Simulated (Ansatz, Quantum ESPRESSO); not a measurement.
# SnO2 (Cassiterite): modes at Γ and the response to a field

Wanted: the vibrations of SnO2 (Cassiterite) at Γ, by two programs.

Program: Quantum ESPRESSO 7.5. Level of theory: DFT LDA, scalar-relativistic, plane waves, PseudoDojo norm-conserving pseudopotentials. Results are calculated unless marked as measured.

**What experiment says.**

“Experimental TDPAC and Theoretical DFT Study of Structural, Electronic, and Hyperfine Properties in (111In-->) 111Cd-Doped SnO2 Semiconductor: Ab Initio Modeling of the Electron-Capture-Decay After-Effects Phenomenon” (2018, arxiv:1804.02786) quotes from earlier work for SnO2, rutile (undoped SnO2, earlier work): lattice constant a (a = b) 4.7374 ± 0.0001 Å [Literature value quoted as input for the supercell; measurement temperature not stated]; lattice constant c 3.1864 ± 0.0001 Å [Literature value quoted as input for the supercell; measurement temperature not stated].

“Surface-enhanced Raman scattering of SnO2 bulk material and colloidal solutions” (2011, arxiv:1112.1813) reports for SnO2, rutile, by micro-Raman, 632.8 nm (hot-pressed pellet of micrometric powder, no silver): Raman mode (Eg) about 478 cm⁻¹ [hot-pressed pellet of commercial micrometric powder, polycrystalline]; Raman mode (B2g) about 776 cm⁻¹ [hot-pressed pellet of commercial micrometric powder, polycrystalline].

## (1) The structure

The structure is tetragonal, space group P4_2/mnm (No. 136). Conventional cell: a = 4.738 Å, b = 4.738 Å, c = 3.187 Å, α = 90.00°, β = 90.00°, γ = 90.00°. Nearest to Sn lie 6 O at 2.05 to 2.06 Å. Nearest to O lie 3 Sn at 2.05 to 2.06 Å. Farther neighbours and most contacts between anions are not listed.

## (2) A probe with smearing

Before anything dear is run, a loose run with smearing shows whether this is a metal and how far the cell is from rest.

File probe.in:

```
 &control
    calculation='scf',
    prefix='x',
    outdir='./tmp',
    pseudo_dir='./pseudo',
    tprnfor=.true.,
    tstress=.true.,
    verbosity='high',
 /
 &system
    ibrav=6,
    celldm(1)=8.95352238,
    celldm(3)=0.67254116,
    nat=6,
    ntyp=2,
    ecutwfc=84.0,
    occupations='smearing',
    smearing='gaussian',
    degauss=0.01,
 /
 &electrons
    conv_thr=1.0d-07,
    mixing_beta=0.7,
    electron_maxstep=100,
 /
ATOMIC_SPECIES
 Sn    118.7100  Sn.upf
 O      15.9990  O.upf
ATOMIC_POSITIONS crystal
 Sn     0.000000000   0.000000000   0.000000000
 Sn     0.500000000   0.500000000   0.500000000
 O      0.307100000   0.307100000   0.000000000
 O      0.192900000   0.807100000   0.500000000
 O      0.692900000   0.692900000   0.000000000
 O      0.807100000   0.192900000   0.500000000
K_POINTS automatic
 4 4 6 0 0 0
```

Command:

```console
$ OMP_NUM_THREADS=1 mpirun -n 8 pw.x -nk 8 -in probe.in > probe.out
```

The program printed:

```text
[banners, grids, parts of the stress and lines that vanish by symmetry left out]
Program PWSCF v.7.5
     bravais-lattice index     =            6
     lattice parameter (alat)  =       8.9535  a.u.
[...]
kinetic-energy cutoff     =      84.0000  Ry
     charge density cutoff     =     336.0000  Ry
     scf convergence threshold =      1.0E-07
[...]
Exchange-correlation= SLA  PW   NOGX NOGC
                           (   1   4   0   0   0   0   0)
[...]
16 Sym. Ops., with inversion, found ( 8 have fractional translation)
[...]
(     0          1          0      )
                  (     0          0          1      )
[...]
(  0.0000000  1.0000000  0.0000000 )
                  (  0.0000000  0.0000000  1.0000000 )
[...]
(     0         -1          0      )
[...]
number of k points=    24  Gaussian smearing, width (Ry)=  0.0100
[...]
End of self-consistent calculation
[...]
the Fermi energy is     9.9879 ev
!    total energy              =    -446.48959078 Ry
[...]
convergence has been achieved in   8 iterations
[...]
atom    1 type  1   force =     0.00000000    0.00000000   -0.00000000
     atom    2 type  1   force =     0.00000000    0.00000000    0.00000000
     atom    3 type  2   force =    -0.00404430   -0.00404430    0.00000000
     atom    4 type  2   force =     0.00404430   -0.00404430   -0.00000000
     atom    5 type  2   force =     0.00404430    0.00404430    0.00000000
     atom    6 type  2   force =    -0.00404430    0.00404430    0.00000000
[...]
Total force =     0.011439     Total SCF correction =     0.000061
[...]
total   stress  (Ry/bohr**3)                   (kbar)     P=       -2.90
[...]
XML data file, charge density, pseudopotentials, collected wavefunctions

   JOB DONE.
```

The job ended after 8.1 s (8 MPI ranks of Arm Neoverse V2, shared host; 64 s of CPU time).

Numbers from this step:

| Item | Value |
| --- | --- |
| volume per atom | 11.92 Å³ |
| pressure | -0.2903 GPa |
| gap on the k-mesh | 1.126 eV |

A gap of 1.1 eV opens on this mesh, so the crystal is taken as an insulator; the start stands at -0.29 GPa.

## (3) Relaxing the cell and atoms

The relaxation runs at a cutoff a fifth above that of the response, since stress converges more slowly with the basis than frequencies do. Forces and stress are brought to rest with tight thresholds.

File relax.in:

```
 &control
    calculation='vc-relax',
    prefix='x',
    outdir='./tmp',
    pseudo_dir='./pseudo',
    tprnfor=.true.,
    tstress=.true.,
    forc_conv_thr=2.0d-05,
    etot_conv_thr=1.0d-07,
    nstep=40,
 /
 &system
    ibrav=6,
    celldm(1)=8.95352238,
    celldm(3)=0.67254116,
    nat=6,
    ntyp=2,
    ecutwfc=101,
    occupations='fixed',
    nbnd=28,
 /
 &electrons
    conv_thr=1.0d-11,
    mixing_beta=0.7,
    electron_maxstep=100,
 /
 &ions
 /
 &cell
    press_conv_thr=0.2,
 /
ATOMIC_SPECIES
 Sn    118.7100  Sn.upf
 O      15.9990  O.upf
ATOMIC_POSITIONS crystal
 Sn     0.000000000   0.000000000   0.000000000
 Sn     0.500000000   0.500000000   0.500000000
 O      0.307100000   0.307100000   0.000000000
 O      0.192900000   0.807100000   0.500000000
 O      0.692900000   0.692900000   0.000000000
 O      0.807100000   0.192900000   0.500000000
K_POINTS automatic
 6 6 8 0 0 0
```

Command:

```console
$ OMP_NUM_THREADS=1 mpirun -n 8 pw.x -nk 8 -in relax.in > relax.out
```

The program printed:

```text
[banners, grids, parts of the stress and lines that vanish by symmetry left out]
[banner, memory and clock lines left out]
Program PWSCF v.7.5

[...]
kinetic-energy cutoff     =     101.0000  Ry
     charge density cutoff     =     404.0000  Ry
     scf convergence threshold =      1.0E-11
[...]
energy convergence thresh.=      1.0E-07
     force convergence thresh. =      2.0E-05
     press convergence thresh. =      2.0E-01
     Exchange-correlation= SLA  PW   NOGX NOGC
                           (   1   4   0   0   0   0   0)
[...]
16 Sym. Ops., with inversion, found ( 8 have fractional translation)
[...]
number of k points=    50
[...]
End of self-consistent calculation
[...]
highest occupied, lowest unoccupied level (ev):     9.4220   10.5480
!    total energy              =    -446.48976439 Ry
[...]
convergence has been achieved in  12 iterations
[...]
atom    1 type  1   force =     0.00000000    0.00000000    0.00000000
     atom    2 type  1   force =     0.00000000    0.00000000    0.00000000
     atom    3 type  2   force =    -0.00405652   -0.00405652    0.00000000
     atom    4 type  2   force =     0.00405652   -0.00405652    0.00000000
     atom    5 type  2   force =     0.00405652    0.00405652    0.00000000
     atom    6 type  2   force =    -0.00405652    0.00405652    0.00000000
     Total force =     0.011474     Total SCF correction =     0.000000
[...]
total   stress  (Ry/bohr**3)                   (kbar)     P=       -2.18
[...]
number of bfgs steps    =   0
[...]
CELL_PARAMETERS (alat=  8.95352238)
[...]
ATOMIC_POSITIONS (crystal)
Sn               0.0000000000        0.0000000000        0.0000000000
Sn               0.5000000000        0.5000000000        0.5000000000
O                0.3066469364        0.3066469364        0.0000000000
O                0.1933530636        0.8066469364        0.5000000000
[...]
New effective cutoffs (rho, wfc):  404.87  101.22
[...]
End of self-consistent calculation
[...]
highest occupied, lowest unoccupied level (ev):     9.4415   10.5627
!    total energy              =    -446.48992890 Ry
[...]
convergence has been achieved in   7 iterations
[...]
atom    1 type  1   force =     0.00000000    0.00000000   -0.00000000
     atom    2 type  1   force =     0.00000000    0.00000000    0.00000000
     atom    3 type  2   force =    -0.00199919   -0.00199919    0.00000000
     atom    4 type  2   force =     0.00199919   -0.00199919   -0.00000000
     atom    5 type  2   force =     0.00199919    0.00199919    0.00000000
     atom    6 type  2   force =    -0.00199919    0.00199919    0.00000000
     Total force =     0.005655     Total SCF correction =     0.000001
[...]
total   stress  (Ry/bohr**3)                   (kbar)     P=       -1.91
[...]
number of bfgs steps    =   1
[...]
CELL_PARAMETERS (alat=  8.95352238)
[...]
ATOMIC_POSITIONS (crystal)
[...]
New effective cutoffs (rho, wfc):  406.21  101.56
[...]
End of self-consistent calculation
[...]
highest occupied, lowest unoccupied level (ev):     9.4761   10.6027
!    total energy              =    -446.48999375 Ry
[...]
convergence has been achieved in   7 iterations
[...]
atom    1 type  1   force =     0.00000000    0.00000000    0.00000000
     atom    2 type  1   force =     0.00000000    0.00000000    0.00000000
[...]
Total force =     0.000450     Total SCF correction =     0.000002
[...]
total   stress  (Ry/bohr**3)                   (kbar)     P=        0.37
[...]
number of bfgs steps    =   2
[...]
CELL_PARAMETERS (alat=  8.95352238)
[...]
ATOMIC_POSITIONS (crystal)
[...]
New effective cutoffs (rho, wfc):  406.19  101.56
[...]
End of self-consistent calculation
[...]
highest occupied, lowest unoccupied level (ev):     9.4730   10.5973
!    total energy              =    -446.48999423 Ry
[...]
convergence has been achieved in   6 iterations
[...]
Total force =     0.000293     Total SCF correction =     0.000000
[...]
total   stress  (Ry/bohr**3)                   (kbar)     P=       -0.06
[...]
number of bfgs steps    =   3
[...]
CELL_PARAMETERS (alat=  8.95352238)
[...]
ATOMIC_POSITIONS (crystal)
[...]
New effective cutoffs (rho, wfc):  406.24  101.57
[...]
End of self-consistent calculation
[...]
highest occupied, lowest unoccupied level (ev):     9.4727   10.5967
!    total energy              =    -446.48999447 Ry
[...]
convergence has been achieved in   6 iterations
[...]
Total force =     0.000073     Total SCF correction =     0.000000
[...]
total   stress  (Ry/bohr**3)                   (kbar)     P=       -0.12
[...]
number of bfgs steps    =   4
[...]
CELL_PARAMETERS (alat=  8.95352238)
[...]
ATOMIC_POSITIONS (crystal)
[...]
New effective cutoffs (rho, wfc):  406.28  101.58
[...]
End of self-consistent calculation
[...]
highest occupied, lowest unoccupied level (ev):     9.4735   10.5980
!    total energy              =    -446.48999450 Ry
[...]
convergence has been achieved in   5 iterations
[...]
atom    5 type  2   force =     0.00000013    0.00000013   -0.00000000
     atom    6 type  2   force =    -0.00000013    0.00000013    0.00000000
     Total force =     0.000000     Total SCF correction =     0.000000
[...]
total   stress  (Ry/bohr**3)                   (kbar)     P=       -0.03
[...]
bfgs converged in   6 scf cycles and   5 bfgs steps
[...]
End of BFGS Geometry Optimization
     Final enthalpy           =    -446.4899945024 Ry
     File ./tmp/x.bfgs deleted, as requested
[...]
CELL_PARAMETERS (alat=  8.95352238)
[...]
ATOMIC_POSITIONS (crystal)
[...]
O                0.6937851818        0.6937851818        0.0000000000
O                0.8062148182        0.1937851818        0.5000000000
[...]
Final scf calculation at the relaxed structure.
[...]
kinetic-energy cutoff     =     101.0000  Ry
     charge density cutoff     =     404.0000  Ry
     scf convergence threshold =      1.3E-13
[...]
press convergence thresh. =      2.0E-01
     Exchange-correlation= SLA  PW   NOGX NOGC
                           (   1   4   0   0   0   0   0)
[...]
16 Sym. Ops., with inversion, found ( 8 have fractional translation)
[...]
number of k points=    50
[...]
End of self-consistent calculation
[...]
highest occupied, lowest unoccupied level (ev):     9.4735   10.5980
!    total energy              =    -446.48999379 Ry
[...]
convergence has been achieved in  14 iterations
[...]
atom    1 type  1   force =     0.00000000    0.00000000    0.00000000
     atom    2 type  1   force =     0.00000000    0.00000000    0.00000000
     atom    3 type  2   force =    -0.00000019   -0.00000019    0.00000000
     atom    4 type  2   force =     0.00000019   -0.00000019   -0.00000000
     atom    5 type  2   force =     0.00000019    0.00000019   -0.00000000
     atom    6 type  2   force =    -0.00000019    0.00000019   -0.00000000
     Total force =     0.000001     Total SCF correction =     0.000000
[...]
total   stress  (Ry/bohr**3)                   (kbar)     P=       -0.03
[...]
XML data file, charge density, pseudopotentials, collected wavefunctions
```

The job ended after 2.2 min (8 MPI ranks).

Step by step:

```
step  energy less that of the first step (eV)  largest force (eV/Å)  pressure (GPa)  volume (Å³)
   1                                   0.0000                0.1475           -0.22        71.53
   2                                  -0.0022                0.0727           -0.19        71.45
   3                                  -0.0031                0.0058            0.04        71.30
   4                                  -0.0031                0.0038           -0.01        71.32
   5                                  -0.0031                0.0009           -0.01        71.32
   6                                  -0.0031                0.0000            0.00        71.31
   7                                  -0.0031                0.0000            0.00        71.31
```

```
conventional cell, symmetrised  before  after  change
                         a (Å)   4.738  4.724  -0.3 %
                         b (Å)   4.738  4.724  -0.3 %
                         c (Å)   3.187  3.195  +0.3 %
              volume (Å³/atom)   11.92  11.89  -0.3 %
```

Final coordinates:

```
CELL_PARAMETERS angstrom
4.72418 0.00000 0.00000
0.00000 4.72418 0.00000
0.00000 0.00000 3.19541
ATOMIC_POSITIONS crystal
Sn 0.00000 0.00000 0.00000
Sn 0.50000 0.50000 0.50000
O 0.30621 0.30621 0.00000
O 0.19379 0.80621 0.50000
O 0.69379 0.69379 0.00000
O 0.80621 0.19379 0.50000
```

The last row of the table of steps is pw.x's closing run on a basis chosen anew for the final cell, so its energy can jump.

Numbers from this step:

* volume per atom: 11.89 Å³
* pressure: -0.003000 GPa
* gap on the k-mesh: 1.125 eV

The volume changes by -0.3 % from the cell with which this run began.

## (4) Self-consistent run for the response

The response is built on this ground state, so it is converged far tighter than an energy would need. With a gap, occupations are fixed, which also allows the response to an electric field.

File scf.in:

```
 &control
    calculation='scf',
    prefix='x',
    outdir='./tmp',
    pseudo_dir='./pseudo',
    tprnfor=.true.,
    tstress=.true.,
 /
 &system
    ibrav=6,
    celldm(1)=8.92740876,
    celldm(3)=0.67639508,
    nat=6,
    ntyp=2,
    ecutwfc=84.0,
    occupations='fixed',
    nbnd=28,
 /
 &electrons
    conv_thr=1.0d-12,
    mixing_beta=0.7,
    electron_maxstep=100,
 /
ATOMIC_SPECIES
 Sn    118.7100  Sn.upf
 O      15.9990  O.upf
ATOMIC_POSITIONS crystal
 Sn     0.000000000   0.000000000   0.000000000
 Sn     0.500000000   0.500000000   0.500000000
 O      0.306214818   0.306214818   0.000000000
 O      0.193785182   0.806214818   0.500000000
 O      0.693785182   0.693785182   0.000000000
 O      0.806214818   0.193785182   0.500000000
K_POINTS automatic
 6 6 8 0 0 0
```

Command:

```console
$ OMP_NUM_THREADS=1 mpirun -n 8 pw.x -nk 8 -in scf.in > scf.out
```

The program printed:

```text
[banners, grids, parts of the stress and lines that vanish by symmetry left out]
[banner, memory and clock lines left out]
Program PWSCF v.7.5

[...]
kinetic-energy cutoff     =      84.0000  Ry
     charge density cutoff     =     336.0000  Ry
     scf convergence threshold =      1.0E-12
[...]
Exchange-correlation= SLA  PW   NOGX NOGC
                           (   1   4   0   0   0   0   0)
[...]
16 Sym. Ops., with inversion, found ( 8 have fractional translation)
[...]
number of k points=    50
[...]
End of self-consistent calculation
[...]
highest occupied, lowest unoccupied level (ev):     9.4735   10.5980
!    total energy              =    -446.48991105 Ry
[...]
convergence has been achieved in  14 iterations
[...]
atom    1 type  1   force =     0.00000000    0.00000000    0.00000000
     atom    2 type  1   force =     0.00000000    0.00000000   -0.00000000
     atom    3 type  2   force =     0.00000011    0.00000011   -0.00000000
     atom    4 type  2   force =    -0.00000011    0.00000011   -0.00000000
     atom    5 type  2   force =    -0.00000011   -0.00000011    0.00000000
     atom    6 type  2   force =     0.00000011   -0.00000011   -0.00000000
     Total force =     0.000000     Total SCF correction =     0.000000
[...]
total   stress  (Ry/bohr**3)                   (kbar)     P=       -0.43
[...]
XML data file, charge density, pseudopotentials, collected wavefunctions
```

Wall time 26 s (8 MPI ranks).

This step gave:

| Quantity | Value |
| --- | --- |
| pressure | -0.04267 GPa |

The cell stands at -0.043 GPa, close enough for phonons.

(Continued in part 2 of 5.)

[Host names and launcher messages were left out of these logs when they were recorded.]

[Logs are printed without paths, hosts, clocks, repeated set-up lines and the standing remarks that a program may print on its own settings, such as how far it seeks lower states.]

[Hosts, paths, dates, database ids (printed as entryN), source tags and the programs' standing remarks are cut or masked in the printed files.]
